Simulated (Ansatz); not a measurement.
**Br on Ti(0001): change of the work function**

Aim: the work function of Ti(0001) at several coverages of Br (fcc site), and the dipole that each adsorbate carries.

Calculated with Ansatz 0.2.0; plane-wave DFT, PBE, Ansatz PAW.

Report form: the programs' logs are mostly left out.

## Step 1: Set-up

The cell holds 4 atoms: 4 Ti. Its edges and angles: a = 2.950 Å, b = 2.950 Å, c = 25.027 Å, α = 90.0°, β = 90.0°, γ = 60.0°. Vacuum lies along c.

## Step 2: The clean slab

The bare slab comes first, as the zero from which every change is counted. The two lowest layers are held at bulk places and the upper ones relax. The dipole correction removes the false field that a one-sided slab makes across the periodic vacuum, so each face gets a flat vacuum level of its own.

The input, input.yaml:

```yaml
crystal:
  lattice:
    - [2.95, 0.0, 0.0]
    - [1.475, 2.5547749412, 0.0]
    - [0.0, 0.0, 25.0269]
  atoms:
    - { symbol: Ti, position: [0.6666666667, 0.6666666667, 0.3596130564] }
    - { symbol: Ti, position: [0.0, 0.0, 0.4532043521] }
    - { symbol: Ti, position: [0.6666666667, 0.6666666667, 0.5467956479] }
    - { symbol: Ti, position: [0.0, 0.0, 0.6403869436] }
kpoints:
  mp_grid: { grid: [12, 12, 1] }
hamiltonian:
  xc: pbe
scf:
  occupations: { method: fermi_dirac, width: 0.1 }
  convergence: { dr2_threshold: 1.0e-08 }
efield:
  axis: 3
  dipole_correction: true
  ramp_position: 0.97
  ramp_width: 0.06
relax:
  f_tol: 0.02
  max_steps: 60
  constraints: [{ sites: [0, 1] }]
output:
  write_potential: true
  write_density: true
  volumetric_format: npy
```

Launch:

```sh
$ ansatz run input.yaml --threads 4 --pin off --max-ram 6144MiB --backend cpu --events-out ev --progress --plain --runs-dir out
```

It took 5.6 s on 4 threads of Intel Xeon 6975P-C (Granite Rapids), shared host; peak memory 0.58 GiB.

Step by step:

```
step  energy less that of the first step (eV)  largest force component (eV/Å)
   1                                   0.0000                          0.6136
   2                                  -0.0393                          0.4318
   3                                  -0.0561                          0.0119
```

Forces are held to the 6 operations that the run works with; a distortion that breaks them can't arise in this run.

The atoms that moved most (Å):

```
atom     dx     dy      dz  length
 Ti4  0.000  0.000  -0.106   0.106
 Ti3  0.000  0.000   0.068   0.068
```

The relaxed structure:

```xyz
4
Lattice="2.9500 0.0000 0.0000 1.4750 2.5548 0.0000 0.0000 0.0000 25.0269" Properties=species:S:1:pos:R:3
Ti    2.9500    1.7032    9.0000
Ti    0.0000    0.0000   11.3423
Ti    2.9500    1.7032   13.7526
Ti    0.0000    0.0000   15.9213
```

Numbers from this step:

| Item | Value |
| --- | --- |
| energy at zero smearing | -9996.7499 eV |
| work function, upper face | 4.373 eV |
| work function, lower face | 4.423 eV |
| dipole along the normal | 0.002103 e·Å |
| step between the vacuum levels | -0.05049 eV |

Running mean over 2.342 Å of the planar mean; the ramp of the sawtooth is left out. The electron's electrostatic potential energy less the Fermi level by z:

z (Å), electron's electrostatic potential energy less the Fermi level (eV) and a bar from the least value:
```
      3.5       4.42 ##############################
      4.0       4.42 ##############################
      4.5       4.42 ##############################
      5.0       4.40 ##############################
      5.5       4.36 ##############################
      6.0       4.24 ##############################
      6.5       3.89 #############################
      7.0       2.89 ##########################
      7.5       0.39 ####################
      8.0      -3.13 ###########
      8.5      -5.88 ####
      9.0      -6.74 ##
      9.5      -6.71 ##
     10.0      -6.59 ###
     10.5      -6.56 ###
     11.0      -6.58 ###
     11.5      -6.56 ###
     12.0      -6.38 ###
     12.5      -6.24 ####
     13.0      -6.32 ###
     13.5      -6.57 ###
     14.0      -6.94 ##
     14.5      -7.53 
     15.0      -7.68 
     15.5      -7.32 #
     16.0      -6.81 ##
     16.5      -5.57 #####
     17.0      -2.61 #############
     17.5       0.85 #####################
     18.0       3.07 ###########################
     18.5       3.92 #############################
     19.0       4.22 #############################
     19.5       4.32 ##############################
     20.0       4.36 ##############################
     20.5       4.37 ##############################
     21.0       4.37 ##############################
     21.5       4.37 ##############################
```

The relaxation took 3 steps and lowered the energy by 0.056 eV; the largest force on the free atoms ends at 0.012 eV/Å.

The work function of the upper face is 4.37 eV.

## Step 3: The covered slab, k-mesh 6×6×1, coverage 0.25 ML

System of this step: Br/Ti(0001). The cell holds 17 atoms: 16 Ti and 1 Br. Cell: a = 5.900 Å, b = 5.900 Å, c = 27.249 Å, α = 90.0°, β = 90.0°, γ = 60.0°. Vacuum lies along c.

The clean slab as it ended is repeated in the plane and the adsorbate is set on one face; the cell's size fixes the coverage, and the k-mesh shrinks with it to keep the sampling density about even. Adsorbate and upper layers relax, since the dipole depends on the height.

The input, input.yaml:

```yaml
crystal:
  lattice:
    - [5.9, 0.0, 0.0]
    - [2.95, 5.1095498824, 0.0]
    - [0.0, 0.0, 27.2486427004]
  atoms:
    - { symbol: Ti, position: [0.3333333333, 0.3333333333, 0.3302916809] }
    - { symbol: Ti, position: [0.0, 0.0, 0.4162519258] }
    - { symbol: Ti, position: [0.3333333333, 0.3333333333, 0.5047078513] }
    - { symbol: Ti, position: [0.0, 0.0, 0.5842962157] }
    - { symbol: Ti, position: [0.3333333333, 0.8333333333, 0.3302916809] }
    - { symbol: Ti, position: [0.0, 0.5, 0.4162519258] }
    - { symbol: Ti, position: [0.3333333333, 0.8333333333, 0.5047078513] }
    - { symbol: Ti, position: [0.0, 0.5, 0.5842962157] }
    - { symbol: Ti, position: [0.8333333333, 0.3333333333, 0.3302916809] }
    - { symbol: Ti, position: [0.5, 0.0, 0.4162519258] }
    - { symbol: Ti, position: [0.8333333333, 0.3333333333, 0.5047078513] }
    - { symbol: Ti, position: [0.5, 0.0, 0.5842962157] }
    - { symbol: Ti, position: [0.8333333333, 0.8333333333, 0.3302916809] }
    - { symbol: Ti, position: [0.5, 0.5, 0.4162519258] }
    - { symbol: Ti, position: [0.8333333333, 0.8333333333, 0.5047078513] }
    - { symbol: Ti, position: [0.5, 0.5, 0.5842962157] }
    - { symbol: Br, position: [0.1666666667, 0.1666666667, 0.6697083191] }
kpoints:
  mp_grid: { grid: [6, 6, 1] }
hamiltonian:
  xc: pbe
scf:
  occupations: { method: fermi_dirac, width: 0.1 }
  convergence: { dr2_threshold: 1.0e-08 }
efield:
  axis: 3
  dipole_correction: true
  ramp_position: 0.97
  ramp_width: 0.06
relax:
  f_tol: 0.02
  max_steps: 60
  constraints: [{ sites: [0, 1, 4, 5, 8, 9, 12, 13] }]
output:
  dos: { projected: true, e_range: [-8, 4] }
  write_potential: true
  write_density: true
  volumetric_format: npy
  elf: true
```

It took 39 s on 4 threads; peak memory 2.5 GiB.

This run has no spin polarisation although its electron count is odd.

Relaxation path:

```
step  energy less that of the first step (eV)  largest force component (eV/Å)
   1                                   0.0000                          1.2991
   2                                  -0.3014                          0.5979
   3                                  -0.3366                          0.3106
   4                                  -0.3444                          0.0163
```

Forces are held to the 6 operations that the run works with; a distortion that breaks them can't arise in this run.

The atoms that moved most (Å):

```
atom      dx      dy      dz  length
Br17   0.000   0.000  -0.331   0.331
 Ti8   0.000   0.092   0.015   0.093
Ti12   0.080  -0.046   0.015   0.093
 Ti4  -0.080  -0.046   0.015   0.093
Ti15   0.000   0.000  -0.080   0.080
Ti16   0.000   0.000  -0.023   0.023
 Ti3  -0.017  -0.010   0.011   0.023
Ti11   0.017  -0.010   0.011   0.023
```

The relaxed structure:

```xyz
17
Lattice="5.9000 0.0000 0.0000 2.9500 5.1095 0.0000 0.0000 0.0000 27.2486" Properties=species:S:1:pos:R:3
Ti    2.9500    1.7032    9.0000
Ti    0.0000    0.0000   11.3423
Ti    2.9331    1.6934   13.7639
Ti   -0.0795   -0.0459   15.9367
Ti    4.4250    4.2580    9.0000
Ti    1.4750    2.5548   11.3423
Ti    4.4250    4.2775   13.7639
Ti    1.4750    2.6466   15.9367
Ti    5.9000    1.7032    9.0000
Ti    2.9500    0.0000   11.3423
Ti    5.9169    1.6934   13.7639
Ti    3.0295   -0.0459   15.9367
Ti    7.3750    4.2580    9.0000
Ti    4.4250    2.5548   11.3423
Ti    7.3750    4.2580   13.6729
Ti    4.4250    2.5548   15.8980
Br    1.4750    0.8516   17.9179
```

This step gave:

```
energy at zero smearing        : -42773.2702 eV
work function, upper face      : 4.081 eV
work function, lower face      : 4.419 eV
dipole along the normal        : 0.05623 e·Å
step between the vacuum levels : -0.3375 eV
```

Running mean over 2.342 Å of the planar mean; the ramp of the sawtooth is left out. The electron's electrostatic potential energy less the Fermi level by z:

```
z (Å)  electron's electrostatic potential energy less the Fermi level (eV)
    4                                                                 4.42
    5                                                                 4.40
    6                                                                 4.24
    7                                                                 2.89
    8                                                                -3.13
    9                                                                -6.74
   10                                                                -6.59
   11                                                                -6.59
   12                                                                -6.43
   13                                                                -6.36
   14                                                                -6.88
   15                                                                -7.53
   16                                                                -6.96
   17                                                                -4.77
   18                                                              -0.0351
   19                                                                 2.21
   20                                                                 3.94
   21                                                                 4.07
   22                                                                 4.08
   23                                                                 4.08
   24                                                                 4.08
```

The density of states has structure finer than the step of the table below, so its rows give means over 0.2 eV, whole bins alone (the curve runs from -8 to 0.81 eV). Peaks (eV: height): -0.84: 49.7, -0.75: 58.4, -0.66: 77.9, 0.21: 64.1, 0.30: 48.5, 0.36: 48.0, 0.66: 43.0.

Table of density of states by energy, zero at the Fermi level; means over each step:

energy (eV), density of states (states/eV a cell) and a bar:
```
     -6.0        0.0 
     -5.8        0.9 #
     -5.6        1.8 ##
     -5.4        3.7 ###
     -5.2        6.9 ######
     -5.0        7.3 ######
     -4.8       10.9 #########
     -4.6        2.3 ##
     -4.4        3.2 ###
     -4.2        2.7 ##
     -4.0        2.7 ##
     -3.8        3.2 ###
     -3.6        3.8 ###
     -3.4        3.6 ###
     -3.2        4.1 ###
     -3.0        3.7 ###
     -2.8       10.9 #########
     -2.6        6.8 ######
     -2.4       13.8 ############
     -2.2       15.1 #############
     -2.0       18.7 ################
     -1.8       23.5 ####################
     -1.6       22.2 ###################
     -1.4       14.5 ############
     -1.2       18.3 ###############
     -1.0       19.5 #################
     -0.8       33.9 #############################
     -0.6       27.0 #######################
     -0.4       16.8 ##############
     -0.2       23.7 ####################
      0.0       31.5 ###########################
      0.2       35.4 ##############################
      0.4       34.5 #############################
      0.6       33.1 ############################
```

Projected DOS per atom over height of the atomic layer and energy from the Fermi level. Layers: Ti4 Ti4 Ti4 Ti4 Br from below.

Values in states/eV, 22 rows by 5 columns, each cell a mean:
```
2.5 1.9 1.6 1.9 0.1
2.8 1.6 1.3 1.9 0.1
2.1 1.0 1.0 1.6 0.1
1.6 1.9 1.5 1.7 0.1
1.5 1.1 1.3 1.4 0.1
0.9 1.1 1.1 0.9 0.1
1.1 1.4 1.6 1.3 0.2
0.8 1.2 1.2 0.8 0.2
0.3 0.5 0.5 0.3 0.1
0.3 0.4 0.4 0.3 0.2
0.2 0.2 0.2 0.1 0.2
0.2 0.3 0.3 0.1 0.2
0.2 0.2 0.2 0.1 0.4
0.1 0.2 0.1 0.3 5.7
0.1 0.1 0.1 0.2 2.8
0.0 0.1 0.1 0.2 2.8
0.0 0.0 0.1 0.1 0.2
0.0 0.0 0.0 0.0 0.0
0.0 0.0 0.0 0.0 0.0
0.0 0.0 0.0 0.0 0.0
0.0 0.0 0.0 0.0 0.0
0.0 0.0 0.0 0.0 0.0
```
Columns: height of the atomic layer (Å) from 9 to 17.9 (not evenly spaced); rows upwards: energy from the Fermi level (eV) from -7.96 to 0.745.

ELF in the ca plane at fractional y = 0.000, with atoms of Ti within 0.2 Å of it. It is the smooth field of the valence electrons, not physical close to the nuclei.

Values, 9 rows by 16 columns, each cell a mean:
```
0.43 0.31 0.48 0.33 0.44 0.50 0.36 0.46 0.11 0.07 0.03 0.00 0.00 0.00 0.00 0.00
0.18 0.28 0.22 0.27 0.17 0.19 0.27 0.24 0.28 0.11 0.01 0.00 0.00 0.00 0.00 0.00
0.20 0.30 0.22 0.31 0.17 0.18 0.31 0.22 0.35 0.13 0.01 0.00 0.00 0.00 0.00 0.00
0.33 0.29 0.47 0.29 0.36 0.41 0.32 0.48 0.11 0.06 0.02 0.00 0.00 0.00 0.00 0.00
0.61 0.37 0.37 0.39 0.59 0.66 0.39 0.42 0.20 0.38 0.17 0.02 0.00 0.00 0.00 0.00
0.22 0.26 0.36 0.24 0.26 0.28 0.25 0.29 0.51 0.79 0.46 0.06 0.00 0.00 0.00 0.00
0.22 0.32 0.25 0.36 0.19 0.20 0.36 0.20 0.70 0.87 0.59 0.09 0.00 0.00 0.00 0.00
0.19 0.26 0.29 0.24 0.21 0.22 0.25 0.22 0.57 0.82 0.50 0.07 0.00 0.00 0.00 0.00
0.56 0.35 0.41 0.37 0.55 0.62 0.38 0.45 0.25 0.49 0.23 0.02 0.00 0.00 0.00 0.00
```
Columns run along c (16.0 Å, from fractional 0.33 to 0.91 of the cell), rows up along a (5.9 Å). Atoms in or near the plane, at fractional coordinates: Ti at (0.42, 0.00), Ti at (0.58, 0.99), Ti at (0.42, 0.50), Ti at (0.58, 0.52).

Electrostatic potential energy in the ca plane at fractional y = 0.000, with atoms of Ti within 0.2 Å of it. With pseudopotentials it is smooth inside the atoms' cores, unlike the true potential.

Ten even steps from '0' (-35 eV) to '9' (6 eV), each cell a mean:
```
99987200048999998500015899999999999999999999
88888521368888888731147899999999999999999999
66788876788876688875678999999999999999999999
45789988899864578988889999999999999999999999
55789888888865678887789999999999999999999999
77888744578887788753358999999999999999999999
88987400158998898510026899999999999999999999
99987200037999998400015899999999999999999999
99987200048999998510026899999999999999999999
88888521368888888752357888999999999999999999
66788876789876678887788876789999999999999999
45789988899864468998888754689999999999999999
55789887889875578988888865789999999999999999
77888744578887788865578888899999999999999999
88987400158998898620137889999999999999999999
99987200037999998500015899999999999999999999
```
Columns run along c (16.0 Å, from fractional 0.33 to 0.91 of the cell; values clipped at the 3rd and 97th percentile), rows up along a (5.9 Å). Atoms in or near the plane, at fractional coordinates: Ti at (0.42, 0.00), Ti at (0.58, 0.99), Ti at (0.42, 0.50), Ti at (0.58, 0.52).

Valence density in the ca plane at fractional y = 0.000, with atoms of Ti within 0.2 Å of it. It is the smooth field of the valence electrons, not physical close to the nuclei.

Ten steps, logarithmic in the rise over the least value, from '0' (0.00 × 1e0 e/Å³) to '9' (9.73 × 1e0 e/Å³), each cell a mean:
```
22223699852222222489973100000000000000000000
22222467532222222357752100000000000000000000
33222233322223322234421100000000000000000000
44322222222234322222221100000000000000000000
43222222222234322223321100000000000000000000
22222345422223222246642100000000000000000000
22222588742222222479863100000000000000000000
22223799962222222489984110000000000000000000
22223699852222222479973211100000000000000000
22222467532222222246642233210000000000000000
33222233222223322223222344321000000000000000
44322222222234432222222344431000000000000000
43222222222234432222222344421000000000000000
22222345422223322234432333321000000000000000
22222588742222222368753222110000000000000000
22223799962222222489973111000000000000000000
```
Columns run along c (16.0 Å, from fractional 0.33 to 0.91 of the cell), rows up along a (5.9 Å). Atoms in or near the plane, at fractional coordinates: Ti at (0.42, 0.00), Ti at (0.58, 0.99), Ti at (0.42, 0.50), Ti at (0.58, 0.52).

The relaxation took 4 steps and lowered the energy by 0.34 eV; the largest force on the free atoms ends at 0.016 eV/Å.

By hand: a sheet of dipoles makes a step −p/(ε₀A) in the electron's potential. With e/ε₀ = 180.95 V·Å, p = 0.05623 e·Å and A = 30.15 Å², that is −180.95 × (0.05623) / 30.15 = -0.338 eV, and the two vacuum levels of the run differ by -0.338 eV.

The covered face has 4.08 eV, -0.29 eV against the clean one; the bare back face has moved by -0.00 eV, a measure of how thin the slab is.

[end of part 1 of 2]

[Logs are printed without paths, hosts, clocks, repeated set-up lines and the standing remarks that a program may print on its own settings, such as how far it seeks lower states.]

[Hosts, paths, dates, database ids (printed as entryN), source tags and the programs' standing remarks are cut or masked in the printed files.]

[Maps of the electrostatic potential energy from Ansatz leave out the sawtooth potential of an applied field or a dipole correction, so their vacuum need not be flat; planar profiles and work functions include it.]

[The density of states shown here was stored with 400 of the rows of the run's finer table, so its peaks can read low, often by over a quarter, or be missed, and its means over a window can be off by a tenth or more.]
